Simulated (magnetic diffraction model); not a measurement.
# Solving a magnetic structure from powder neutron data: Sr2TaFeS6

Space group Fm-3m (no. 225), a = 9.2560 Å.

```csv
site,atom,x,y,z
4a,Ta,0,0,0
8c,Sr,1/4,1/4,3/4
4b,Fe,1/2,0,0
24e,S,0,0,0.7630
```

The compound is invented for this exercise: a known structure type with other elements, its cell scaled to their sizes and not relaxed.

Only Fe is taken to order (form factors of Fe3+); orders and moment sizes are assumed, and not adapted to the symmetry. Radiation: neutrons of λ = 2.567 Å, 3° to 100°; isotropic B of 0.29 Å² (Ta), 0.38 Å² (Sr), 0.3 Å² (Fe) and 0.48 Å² (S). Simulated constant-wavelength pattern: nuclear and magnetic terms add, the magnetic one as |2.695 fm × Σ f S⊥ exp(2πi Q·r) exp(−B s²)|², summed over all Q at one angle with the factor 1/(sin²θ cos θ). For collinear order S is the moment m, which repeats by lattice and centring translations R with the sign exp(−2πi k·R). Free-ion form factors, Sears's scattering lengths of 1992, no absorption; a label names one of the reflections at its angle. The strongest nuclear line in the range is 100, and lines under 0.2 are left out.

Above the ordering temperature:

```csv
2θ (°),index,I
27.79,(1 1 1),0.4
32.20,(2 0 0),10.2
46.18,(2 2 0),100.0
54.76,(3 1 1),2.2
57.42,(2 2 2),15.5
67.38,(4 0 0),97.4
74.38,(3 3 1),3.6
76.65,(4 2 0),9.1
85.58,(4 2 2),79.3
92.20,(3 3 3),1.8
```

Below it (cell unchanged):

| 2θ (°) | I |
| --- | --- |
| 15.94 | 21.8 |
| 22.62 | 10.5 |
| 27.79 | 0.4 |
| 32.20 | 10.2 |
| 36.13 | 8.9 |
| 39.71 | 9.9 |
| 46.18 | 100.0 |
| 49.16 | 5.7 |
| 52.02 | 3.1 |
| 54.76 | 2.2 |
| 57.42 | 15.5 |
| 60.00 | 3.6 |
| 62.51 | 4.9 |
| 67.38 | 97.4 |
| 69.74 | 3.7 |
| 72.08 | 3.1 |
| 74.38 | 3.6 |
| 76.65 | 9.1 |
| 78.91 | 2.1 |
| 81.14 | 1.1 |
| 85.58 | 79.3 |
| 87.79 | 1.4 |
| 89.99 | 3.0 |
| 92.20 | 1.8 |
| 96.62 | 2.7 |
| 98.84 | 1.3 |

**Question.** Check that the new lines index with k = (1 0 0), then choose among these models:
A. collinear moments along [100], 3.94 μB on Fe
B. collinear moments along [101], 3.94 μB on Fe
C. collinear moments along [001], 3.94 μB on Fe

The new lines index as (1 0 0) at 15.94°, (0 1 1) at 22.62°, (1 2 0) at 36.13° and (2 1 1) at 39.71°, that is as H ± k with k = (1 0 0), one of 3 inequivalent arms of its star (k and −k counted as one), which a powder can't tell apart. The indices are whole but break the lattice centring, so the moments reverse under a centring translation, those with k·t a half-integer.

Magnetic intensity, observed (below minus above) and for each model:

| 2θ (°) | index | observed | A | B | C |
| --- | --- | --- | --- | --- | --- |
| 15.94 | (1 0 0) | 21.8 | <0.2 | 10.9 | 21.8 |
| 22.62 | (0 1 1) | 10.5 | 20.9 | 15.7 | 10.5 |
| 36.13 | (1 2 0) | 8.9 | 11.9 | 10.4 | 8.9 |
| 39.71 | (2 1 1) | 9.9 | 4.0 | 7.0 | 9.9 |
| 52.02 | (0 3 1) | 3.1 | 6.2 | 4.6 | 3.1 |
| 60.00 | (3 2 0) | 3.6 | 1.3 | 2.5 | 3.6 |
| 72.08 | (4 1 1) | 3.1 | 1.6 | 2.4 | 3.1 |
| 78.91 | (1 4 2) | 2.1 | 3.9 | 3.0 | 2.1 |

Model C matches.

The structure used: k = (1 0 0), collinear moments along [001], 3.94 μB on Fe.

[Logs are printed without paths, hosts, clocks, repeated set-up lines and the standing remarks that a program may print on its own settings, such as how far it seeks lower states.]
